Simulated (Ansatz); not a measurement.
# Starting-point dependence of the GW gap of SnO2 (Cassiterite)

How much of the starting functional survives in the G0W0 gap of SnO2 (Cassiterite)?

Main program and level: Ansatz 0.2.0; G0W0 on several functionals, plane waves, PAW.

Most raw output is cut from this account.

In doubt: masses and optical values from hybrid runs of this build are listed as unsure (steps 4, 5, 6), which bears on the screening that GW takes from such a start.

**1. Set-up**

It takes space group P4_2/mnm (No. 136, tetragonal). Conventional cell: a = 4.738 Å, b = 4.738 Å, c = 3.187 Å, α = 90.00°, β = 90.00°, γ = 90.00°. Nearest to Sn lie 6 O at 2.05 to 2.06 Å. O has 3 Sn at 2.05 to 2.06 Å nearest. Farther neighbours and most contacts between anions are not listed.

The cell and positions come from the Crystallography Open Database and are kept as given unless a step says otherwise. The default PAW set here is soft_2. Its files were made with PBE.

**2. G0W0 on LDA**

Now the one-shot GW correction: screening in the RPA, then the self-energy of the levels asked for.

This step: G0W0 on LDA, plane waves, PAW.

input.yaml reads:

```yaml
crystal:
  lattice:
    - [4.738, 0.0, 0.0]
    - [0.0, 4.738, 0.0]
    - [0.0, 0.0, 3.1865]
  atoms:
    - { symbol: Sn, position: [0.0, 0.0, 0.0] }
    - { symbol: Sn, position: [0.5, 0.5, 0.5] }
    - { symbol: O, position: [0.3071, 0.3071, 0.0] }
    - { symbol: O, position: [0.1929, 0.8071, 0.5] }
    - { symbol: O, position: [0.6929, 0.6929, 0.0] }
    - { symbol: O, position: [0.8071, 0.1929, 0.5] }
kpoints:
  mp_grid: { grid: [4, 4, 4] }
hamiltonian:
  xc: lda
scf:
  occupations: { method: fixed }
gw:
  n_empty_bands: 162
  ecut_chi: 100
  qp_bands: [v2, c2]
  qp_kpoints: band_edges
  screening: { model: contour_deformation }
```

Run with:

```console
$ ansatz run input.yaml --threads 3 --pin off --max-ram 92160MiB --backend cuda --events-out ev --progress --plain --runs-dir out --devices 1 --max-vram 13GiB  # rebuilt from the run's record
```

Wall time 16 s (1 × NVIDIA H100 80GB HBM3 (shared by 6 runs) with 3 threads of AMD EPYC 7R13 (Zen 3), shared host); peak memory 1.2 GiB; 18 s of CPU time.

This step gave:

| Property | Result |
| --- | --- |
| bands summed | 188 |
| RPA ε∞ on this mesh (eigenvalues) | 4.747, 4.747, 4.949 |
| plane waves in the screening matrix | 161 |
| q-points in the mesh | 64 |
| G0W0 gap on the mesh | 2.739 eV |
| k of the valence top | 0, 0, 0 |
| k of the conduction bottom | 0, 0, 0 |
| starting gap on the mesh | 1.133 eV |
| Z at the valence top | 0.7494 |
| Z at the conduction bottom | 0.8211 |
| least direct G0W0 gap on the computed points | 2.739 eV |

The gap on the mesh goes from 1.13 eV to 2.74 eV, a correction of +1.61 eV. Between the two edge states, bare exchange in place of the xc potential would open the gap by 10.32 eV, and correlation takes back 8.71 eV.

**3. G0W0 on PBE**

The same correction from a different start measures what one shot leaves open.

This step: G0W0 on PBE, plane waves, PAW.

Edit input.yaml of step 2 so:

```diff
@@ -15,3 +15,3 @@
 hamiltonian:
-  xc: lda
+  xc: pbe
 scf:
```

Wall time 11 s (1 × NVIDIA H100 80GB HBM3 (shared by 6 runs) with 3 threads); peak memory 1.2 GiB; 18 s of CPU time.

Numbers from this step:

```yaml
bands_summed: 188
rpa_eps_infinity_on_this_mesh_eigenvalues: 4.508, 4.508, 4.758
plane_waves_in_the_screening_matrix: 161
q_points_in_the_mesh: 64
g0w0_gap_on_the_mesh: 2.747 eV
k_of_the_valence_top: 0, 0, 0
k_of_the_conduction_bottom: 0, 0, 0
starting_gap_on_the_mesh: 1.281 eV
z_at_the_valence_top: 0.7527
z_at_the_conduction_bottom: 0.8249
least_direct_g0w0_gap_on_the_computed_points: 2.747 eV
```

Against the run with 4×4×4 mesh, 162 empty bands, screening to 100 eV on LDA, the gap moves by +0.008 eV, while the start moved by +0.15 eV.

**4. G0W0 on HSE06**

This step: G0W0 on HSE06, plane waves, PAW.

Edit input.yaml of step 3 so:

```diff
@@ -15,3 +15,3 @@
 hamiltonian:
-  xc: pbe
+  xc: hse06
 scf:
```

It took 50 s on 1 × NVIDIA H100 80GB HBM3 (shared by 6 runs) with 3 threads; peak memory 1.6 GiB.

This step gave:

| Quantity | Value |
| --- | --- |
| bands summed | 188 |
| RPA ε∞ on this mesh (eigenvalues) | 3.376, 3.376, 3.735 |
| plane waves in the screening matrix | 161 |
| G0W0 gap on the mesh | 3.638 eV |
| k of the valence top | 0, 0, 0 |
| k of the conduction bottom | 0, 0, 0 |
| starting gap on the mesh | 3.041 eV |
| least direct G0W0 gap on the computed points | 3.638 eV |

Against the run with 4×4×4 mesh, 162 empty bands, screening to 100 eV on PBE, the gap moves by +0.89 eV, while the start moved by +1.76 eV.

**5. G0W0 on PBE0**

This step: G0W0 on PBE0, plane waves, PAW.

Edit input.yaml of step 4 so:

```diff
@@ -15,3 +15,3 @@
 hamiltonian:
-  xc: hse06
+  xc: pbe0
 scf:
```

Elapsed: 41 s, on 1 × NVIDIA H100 80GB HBM3 (shared by 6 runs) with 3 threads; peak memory 1.6 GiB; 37 s of CPU time.

Numbers from this step:

```
bands summed                                 : 188
RPA ε∞ on this mesh (eigenvalues)            : 3.206, 3.206, 3.542
plane waves in the screening matrix          : 161
G0W0 gap on the mesh                         : 3.851 eV
k of the valence top                         : 0, 0, 0
k of the conduction bottom                   : 0, 0, 0
starting gap on the mesh                     : 3.764 eV
least direct G0W0 gap on the computed points : 3.851 eV
```

Against the run with 4×4×4 mesh, 162 empty bands, screening to 100 eV on HSE06, the gap moves by +0.21 eV, while the start moved by +0.72 eV.

**6. G0W0 on Hartree-Fock**

This step: G0W0 on Hartree-Fock, plane waves, PAW.

Edit input.yaml of step 5 so:

```diff
@@ -15,3 +15,3 @@
 hamiltonian:
-  xc: pbe0
+  xc: hf
 scf:
```

Elapsed: 40 s, on 1 × NVIDIA H100 80GB HBM3 (shared by 6 runs) with 3 threads; peak memory 1.6 GiB; 38 s of CPU time.

Numbers from this step:

```yaml
bands_summed: 188
rpa_eps_infinity_on_this_mesh_eigenvalues: 2.079, 2.079, 2.225
plane_waves_in_the_screening_matrix: 161
g0w0_gap_on_the_mesh: 6.098 eV
k_of_the_valence_top: 0, 0, 0
k_of_the_conduction_bottom: 0, 0, 0
starting_gap_on_the_mesh: 12.27 eV
least_direct_g0w0_gap_on_the_computed_points: 6.098 eV
```

Against the run with 4×4×4 mesh, 162 empty bands, screening to 100 eV on PBE0, the gap moves by +2.25 eV, while the start moved by +8.50 eV.

**7. Side by side**

All on the 4×4×4 mesh with 162 empty bands and screening to 100 eV. Times are wall times on 1 × NVIDIA H100 80GB HBM3 (shared by 6 runs) with 3 threads of AMD EPYC 7R13 (Zen 3), shared host, good to a factor of about two.

| start | starting gap (eV) | shift (eV) | G0W0 gap (eV) | RPA ε∞ (harmonic mean) | Z (valence, conduction) | time |
| --- | --- | --- | --- | --- | --- | --- |
| LDA | 1.13 | +1.61 | 2.74 | 4.81 | 0.75, 0.82 | 16 s |
| PBE | 1.28 | +1.47 | 2.75 | 4.59 | 0.75, 0.82 | 11 s |
| HSE06 | 3.04 | +0.60 | 3.64 | 3.49 | 0.79, 0.86 | 50 s |
| PBE0 | 3.76 | +0.09 | 3.85 | 3.31 | 0.80, 0.86 | 41 s |
| Hartree-Fock | 12.27 | −6.17 | 6.10 | 2.13 | 0.88, 0.92 | 40 s |

How the two edges are built up, in eV (the quasiparticle level is the starting level plus Σx plus Σc less Vxc):

| run | edge | start | Σx | Σc | Vxc | Z | QP |
| --- | --- | --- | --- | --- | --- | --- | --- |
| LDA | valence top | 9.16 | -27.08 | 5.34 | -21.22 | 0.75 | 8.64 |
| LDA | conduction bottom | 10.29 | -14.71 | -3.38 | -19.17 | 0.82 | 11.38 |
| PBE | valence top | 9.53 | -27.18 | 5.38 | -21.14 | 0.75 | 8.87 |
| PBE | conduction bottom | 10.81 | -14.43 | -3.34 | -18.58 | 0.82 | 11.62 |
| HSE06 | valence top | 8.19 | -27.19 | 4.82 | -22.49 | 0.79 | 8.31 |
| HSE06 | conduction bottom | 11.23 | -13.61 | -3.41 | -17.74 | 0.86 | 11.94 |
| PBE0 | valence top | 7.78 | -27.18 | 4.67 | -22.90 | 0.80 | 8.17 |
| PBE0 | conduction bottom | 11.55 | -13.60 | -3.34 | -17.41 | 0.86 | 12.02 |

For a hybrid start, Vxc holds its share of exact exchange.

**8. Outcome**

| Property | Result |
| --- | --- |
| G0W0@LDA | 2.74 eV (start 1.13 eV) |
| G0W0@PBE | 2.75 eV (start 1.28 eV) |
| G0W0@HSE06 | 3.64 eV (start 3.04 eV) |
| G0W0@PBE0 | 3.85 eV (start 3.76 eV) |
| G0W0@Hartree-Fock | 6.10 eV (start 12.27 eV) |
| known limits | not at the basis limit; no spin-orbit coupling; coarse k mesh |

The starting gaps span 11.13 eV and the G0W0 gaps 3.36 eV. Between LDA and Hartree-Fock, 3.36 eV of the 11.13 eV survives, 30 %. Hartree-Fock screens less than LDA (ε∞ 2.13 against 4.81). Of the 3.36 eV by which its G0W0 gap is higher, the correlation part gives +2.43 eV, and exchange with the one-particle terms, which follow the orbitals, +0.93 eV. On Hartree-Fock the correction is negative: that start lies above its own G0W0 value. The smallest correction, +0.09 eV, is on PBE0, the start nearest to reproducing itself. Bands and cutoff are finite, so the gap is not at the basis limit. The miss can reach some tenths of an eV and take either sign; the mesh is an error of its own. The 4×4×4 mesh is coarse for this cell (its supercell is 13 Å along the shortest edge). The RPA ε∞ on it, from the LDA start, is 4.75 and 4.95; such meshes misread the long-range screening, most where the gap is narrow. The program warns that the mesh is coarse for exact exchange, which bears on the hybrid start's gap. The many-body steps are scalar-relativistic: spin-orbit coupling is not in them.

[Paths, hosts, dates, memory and timing lines, banners, echoed tables and standing remarks are left out of the program output.]

[Logs are printed without paths, hosts, clocks, repeated set-up lines and the standing remarks that a program may print on its own settings, such as how far it seeks lower states.]

[Runs of the session that timed out or met a known fault of the program may be left out.]

[Cells called generated may have been cut or substituted from an entry of the Crystallography Open Database or the Materials Project.]

[Hosts, paths, dates, database ids (printed as entryN), source tags and the programs' standing remarks are cut or masked in the printed files.]
